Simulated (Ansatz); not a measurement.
## BiAs (model cell, started as zinc blende): a soft mode frozen in

Wanted: the energy along a soft mode of BiAs (model cell, started as zinc blende) and the structure at the end.

Program: Ansatz 0.2.0. Level of theory: DFT PBEsol, scalar-relativistic, plane waves, PAW. Results are calculated unless marked as measured.

This is a report of a sequence of runs, with most program output left out.

The structure was built from a prototype and need not be the compound's stable phase.

## Step 1: Starting point

Symmetry: F-43m, No. 216, cubic system. Conventional cell: a = 6.598 Å, b = 6.598 Å, c = 6.598 Å, α = 90.00°, β = 90.00°, γ = 90.00°. Bi has 4 As at 2.86 Å nearest. As has 4 Bi at 2.86 Å nearest. Farther neighbours are not listed.

## Step 2: Phonons on a q mesh

The cell comes from relaxations at this level that are not shown. Stability and thermal properties need the whole zone. Linear response on a 4×4×4 q mesh gives force constants as far as a supercell of that size would.

input.yaml

```yaml
crystal:
  lattice:
    - [0.0, 3.2992007818, 3.2992007818]
    - [3.2992007818, 0.0, 3.2992007818]
    - [3.2992007818, 3.2992007818, 0.0]
  atoms:
    - { symbol: Bi, position: [0.0, 0.0, 0.0] }
    - { symbol: As, position: [0.25, 0.25, 0.25] }
kpoints:
  mp_grid: { grid: [12, 12, 12] }
hamiltonian:
  xc: pbesol
scf:
  occupations: { method: methfessel_paxton, width: 0.15 }
output:
  eigenvalues: true
phonons:
  method: dfpt
  qmesh: [4, 4, 4]
  temperatures: { t_max: 1000, t_step: 50 }
  qpath:
    path:
      - [[0.0, 0.0, 0.0], [-0.5, -0.5, 0.0], [-0.375, -0.375, 0.25]]
      - [[-0.375, 0.0, 0.375], [0.0, 0.0, 0.0], [0.0, 0.0, 0.5], [-0.5, -0.25, 0.25], [-0.5, -0.5, 0.0]]
    npoints: 10
```

Launch:

```bash
ansatz run input.yaml --threads 4 --pin off --max-ram 7168MiB --backend cpu --events-out ev --progress --plain --runs-dir out
```

Elapsed: 9.9 min, on 4 threads of Arm Neoverse V1, shared host; peak memory 4.3 GiB.

Numbers from this step:

```yaml
volume_per_atom: 35.91 Å³
gap_on_the_k_mesh: 0 eV
sum_rule_residual_before_enforcement: 5.10e-5 eV/Å²
lowest_frequency_on_the_path: -35.66 cm⁻¹
point_group: -43m
highest_frequency_on_the_path_or_at_a_solved_wavevector: 158.2 cm⁻¹
highest_optical_mode_at_the_zone_centre_no_lo_to_term: 158.2 cm⁻¹
lowest_optical_zone_centre_mode: 158.2 cm⁻¹
lowest_mode_on_the_q_mesh_acoustic_modes_at_gamma_apart: -35.66 cm⁻¹
```

Frequencies (cm⁻¹) solved at each irreducible wavevector; negative means imaginary. Frequencies by wavevector, by row:

```csv
q in reciprocal lattice units,star,mode 1,mode 2,mode 3,mode 4,mode 5,mode 6
0 0 0,1,0,0,0,158.2,158.2,158.2
0 0 0.25,8,-16.2,-16.2,39.8,145.8,151,151
0 0 -0.5,4,8.6,8.6,76.8,134,148.2,148.2
0 0.25 0.25,6,-35.7,-35.7,54.8,133.7,133.7,146.5
0 0.25 -0.5,24,-14.1,-5.5,77.1,128.2,130.8,141.5
0 0.25 -0.25,12,-20.4,9.3,71,137.3,142.1,144.8
0 -0.5 -0.5,3,21.4,21.4,74.1,111.3,111.3,143.5
0.25 -0.5 -0.25,6,-23,31.4,78.9,120.9,126.8,133.6
```

Interpolated from a 4×4×4 q mesh. Phonon branches along the path, in cm⁻¹:

```csv
point,branch 1,branch 2,branch 3,branch 4,branch 5,branch 6
Γ,0,0,0,158,158,158
halfway,-36,-36,55,134,134,146
X,21,21,74,111,111,144
halfway,18,23,75,115,115,142
U,12,24,77,123,123,140
jump to K,12,24,77,123,123,140
halfway,-29,-7,55,142,147,148
Γ,0,0,0,158,158,158
halfway,-16,-16,40,146,151,151
L,8,8,77,134,148,148
halfway,-17,18,80,131,137,142
W,-23,31,79,121,127,134
halfway,-6,28,76,117,118,140
X,21,21,74,111,111,144
```

Symmetry leaves 8 wavevectors to solve. The lowest mode among them, the acoustic zeros apart, lies at q = (0, 0.25, 0.25) and is imaginary, 35.7i cm⁻¹, so the energy falls along it.

## Step 3: The mode frozen in, largest atomic shift 0 Å

The mode followed lies at q = (0.25, -0.5, -0.25) with frequency 23.0i cm⁻¹, one of the unstable modes though not the softest. At small amplitude the distorted cell has space group no. 121 by a symmetry search on the positions. The undistorted cell that holds it gives the zero of energy on the same k mesh.

System of this step: BiAs (model cell, started as zinc blende). Symmetry: F-43m, No. 216, cubic system. The conventional cell has a = 6.598 Å, b = 6.598 Å, c = 6.598 Å, α = 90.00°, β = 90.00°, γ = 90.00°. Nearest to Bi lie 4 As at 2.86 Å. Nearest to As lie 4 Bi at 2.86 Å. Farther neighbours are not listed.

input.yaml

```yaml
crystal:
  lattice:
    - [0.0, 0.0, -6.5984015635]
    - [6.5984015635, 0.0, 0.0]
    - [3.2992007818, -6.5984015635, -3.2992007818]
  atoms:
    - { symbol: Bi, position: [0.5, 0.5, 0.0] }
    - { symbol: Bi, position: [0.0, 0.0, 0.0] }
    - { symbol: Bi, position: [0.25, 0.75, 0.5] }
    - { symbol: Bi, position: [0.75, 0.25, 0.5] }
    - { symbol: As, position: [0.625, 0.625, 0.25] }
    - { symbol: As, position: [0.125, 0.125, 0.25] }
    - { symbol: As, position: [0.375, 0.875, 0.75] }
    - { symbol: As, position: [0.875, 0.375, 0.75] }
kpoints:
  mp_grid: { grid: [6, 6, 6] }
hamiltonian:
  xc: pbesol
scf:
  occupations: { method: methfessel_paxton, width: 0.15 }
output:
  forces: true
  stress: true
  eigenvalues: true
```

Elapsed: 12 s, on 4 threads; peak memory 0.94 GiB; 47 s of CPU time.

This step gave:

```
pressure                         : 0.04848 GPa
energy from the undistorted cell : 0 meV/atom
```

The run ends at a pressure of 0.05 GPa.

## Step 4: The mode frozen in, largest atomic shift 0.22 Å

The atoms are moved along the unstable eigenvector, the largest shift by 0.22 Å, with the cell fixed.

input.yaml, the sections that differ from step 3:

```yaml
crystal:
  lattice:
    - [0.0, 0.0, -6.5984015635]
    - [6.5984015635, 0.0, 0.0]
    - [3.2992007818, -6.5984015635, -3.2992007818]
  atoms:
    - { symbol: Bi, position: [0.5145164143, 0.4854835857, 0.0] }
    - { symbol: Bi, position: [-0.0145164143, 0.0145164143, 0.0] }
    - { symbol: Bi, position: [0.2645164143, 0.7645164143, 0.5] }
    - { symbol: Bi, position: [0.7354835857, 0.2354835857, 0.5] }
    - { symbol: As, position: [0.625, 0.625, 0.25] }
    - { symbol: As, position: [0.125, 0.125, 0.25] }
    - { symbol: As, position: [0.3583292959, 0.8583292959, 0.7833414082] }
    - { symbol: As, position: [0.8916707041, 0.3916707041, 0.7166585918] }
# kpoints, hamiltonian, scf, output: as in step 3
```

Run time: 13 s. Hardware: 4 threads; peak memory 0.94 GiB; 49 s of CPU time.

This step gave:

- pressure: -0.3723 GPa
- energy from the undistorted cell: -1.022 meV/atom

The energy, extrapolated to zero smearing, is -1.02 meV/atom against the undistorted cell.

The run ends at a pressure of -0.37 GPa, with forces up to 0.048 eV/Å.

## Step 5: Energy along the mode, all amplitudes (two of the runs are shown above)

An imaginary frequency means negative curvature, so the energy should fall and then rise again as anharmonic terms take over.

Numbers from this step:

```
depth at the lowest point sampled  : 1.022 meV/atom
largest atomic shift at that point : 0.22 Å
```

Table of energy from the parent by largest atomic shift:

| largest atomic shift (Å) | energy from the parent (meV/atom) |
| --- | --- |
| 0.000 | 0 |
| 0.040 | -0.071 |
| 0.080 | -0.283 |
| 0.140 | -0.782 |
| 0.220 | -1.02 |
| 0.320 | 1.31 |
| 0.450 | 11.7 |

Displacement at unit largest shift by atom:

| atom | x (Å) | y (Å) | z (Å) | size |
| --- | --- | --- | --- | --- |
| Bi1 | -0.43 | 0.00 | -0.43 | 0.62 |
| Bi2 | 0.43 | 0.00 | 0.43 | 0.62 |
| Bi3 | 0.43 | 0.00 | -0.43 | 0.62 |
| Bi4 | -0.43 | 0.00 | 0.43 | 0.62 |
| As5 | 0.00 | 0.00 | 0.00 | 0.00 |
| As6 | 0.00 | 0.00 | 0.00 | 0.00 |
| As7 | 0.00 | -1.00 | 0.00 | 1.00 |
| As8 | 0.00 | 1.00 | 0.00 | 1.00 |

The lowest of the steps tried is at 0.22 Å, 1.02 meV/atom below the parent; the bottom of the well need not coincide with a step.

## Step 6: Relaxation from the frozen mode

Starting from the lowest point found, all atoms and the cell are let go, so that strain and other modes of the same symmetry can join in.

input.yaml, as its differences from that of step 4:

```diff
@@ -24 +24,6 @@
   eigenvalues: true
+relax:
+  adjacent_minimum: "off"
+  f_tol: 0.002
+  max_steps: 120
+  cell: { stress_tol: 0.03 }
```

Elapsed: 96 s, on 4 threads; peak memory 0.99 GiB.

Relaxation path:

```csv
step,energy less that of the first step (eV),largest force component (eV/Å),pressure (GPa),volume (Å³)
1,0.0000,0.0341,-0.37,287.29
2,-0.0014,0.0266,0.34,282.87
3,-0.0040,0.0109,0.00,284.86
4,-0.0041,0.0057,0.01,284.62
5,-0.0042,0.0003,0.00,284.61
6*,-0.0038,0.0003,0.00,284.61
```

Relaxation steps marked * repeat the geometry before them on a plane-wave basis chosen anew for their cell, so energy and pressure can jump there.

The run keeps the 8 symmetry operations that it works with, so distortions that break them were not tested.

```
conventional cell, symmetrised  before   after  change
                         a (Å)   6.598   6.589  -0.1 %
                         b (Å)   6.598   6.589  -0.1 %
                         c (Å)  13.197  13.113  -0.6 %
              volume (Å³/atom)   35.91   35.58  -0.9 %
```

The atoms that moved most (Å, as changes of fractional coordinates times the final cell):

| atom | dx | dy | dz | length |
| --- | --- | --- | --- | --- |
| As8 | 0.000 | 0.017 | 0.000 | 0.017 |
| As7 | 0.000 | -0.017 | 0.000 | 0.017 |

Numbers from this step:

```
pressure        : -1.93e-4 GPa
volume per atom : 35.58 Å³
```

The distorted start has space group I-42m; the relaxation ends in I-42m.

## Step 7: The new phase in its own primitive cell

The relaxed structure is symmetrised, reduced to its primitive cell and relaxed tightly, as its phonons need.

input.yaml

```yaml
crystal:
  lattice:
    - [-3.2943018254, 3.2943018254, 6.5563139221]
    - [3.2943018254, -3.2943018254, 6.5563139221]
    - [3.2943018254, 3.2943018254, -6.5563139221]
  atoms:
    - { symbol: Bi, position: [0.1394817563, 0.1394817563, 0.5289525751] }
    - { symbol: Bi, position: [0.6105291813, 0.6105291813, 0.4710474249] }
    - { symbol: Bi, position: [0.3894708187, 0.8605182437, 0.0] }
    - { symbol: Bi, position: [0.8605182437, 0.3894708187, 0.0] }
    - { symbol: As, position: [0.5, 0.0, 0.5] }
    - { symbol: As, position: [0.0, 0.5, 0.5] }
    - { symbol: As, position: [0.7679722578, 0.7679722578, 0.0] }
    - { symbol: As, position: [0.2320277422, 0.2320277422, 0.0] }
kpoints:
  mp_grid: { grid: [8, 8, 8] }
hamiltonian:
  xc: pbesol
scf:
  occupations: { method: methfessel_paxton, width: 0.15 }
output:
  forces: true
  stress: true
  eigenvalues: true
relax:
  adjacent_minimum: "off"
  f_tol: 0.001
  max_steps: 60
  cell: { stress_tol: 0.01 }
```

Wall time 1.7 min (4 threads); peak memory 1.3 GiB.

The run was cut off at the time limit before the relaxation met all its tests.

The program's message: “cancelled by the caller after 3 completed ionic steps”

## Step 8: The phases reached

The phases reached along the modes that were followed are set side by side.

Energies are those of the first relaxation, on the mesh of the frozen mode; space group, volume and gap are those of the last relaxation. Phases, by row:

| mode frozen in | space group | energy from parent (meV/atom) | volume (Å³/atom) | gap on mesh (eV) | lowest zone-centre optical mode (cm⁻¹) | largest shift (Å) |
| --- | --- | --- | --- | --- | --- | --- |
| parent | F-43m | 0 | 35.91 | 0 | – | – |
| q = (0, 0.25, 0.25), 36i cm⁻¹ | P6_3/mmc | -252.4 | 26.54 | 0 | – | 1.199 |
| q = (0.25, -0.5, -0.25), 23i cm⁻¹ | I-42m | -1.5 | 35.58 | 0 | – | 0.236 |

## Step 9: What came out

```
unstable mode of the parent                                                      : q = (0.25, -0.5, -0.25), 23i cm⁻¹
depth at the lowest point sampled                                                : 1.02 meV/atom
largest atomic shift at that point                                               : 0.22 Å
space group reached (within 0.01 Å)                                              : I-42m
energy gained over the parent (first relaxation, on the mesh of the frozen mode) : 1.50 meV/atom
volume per atom, phase reached                                                   : 35.6 Å³
```

Along this mode the structure falls into I-42m, 1.50 meV/atom below the parent. At the parent's cell the well is 1.022 meV/atom deep on the steps tried, with its lowest point at a shift of 0.22 Å. Relaxing atoms and cell changes the gain by +0.48 meV/atom against the lowest step (energies at zero smearing). The modes of the phase reached were not computed on this path. Of the 2 patterns followed to their end from this parent, this one ends 251 meV/atom above the lowest, P6_3/mmc. Each path keeps the symmetry of its pattern, so a lower phase may lie along a pattern not tried. With no gap, or one that is small against the smearing, the frequencies hang on the k mesh and the smearing, most of all near Kohn anomalies. Spin-orbit coupling is left out, which can matter for the heavy elements here. A phonon run warned that its eigensolver left some bands unconverged in a pass. The starting cell was built on a prototype and not taken from a measurement, so the phase need not exist.

[Logs are printed without paths, hosts, clocks, repeated set-up lines and the standing remarks that a program may print on its own settings, such as how far it seeks lower states.]

[Hosts, paths, dates, database ids (printed as entryN), source tags and the programs' standing remarks are cut or masked in the printed files.]
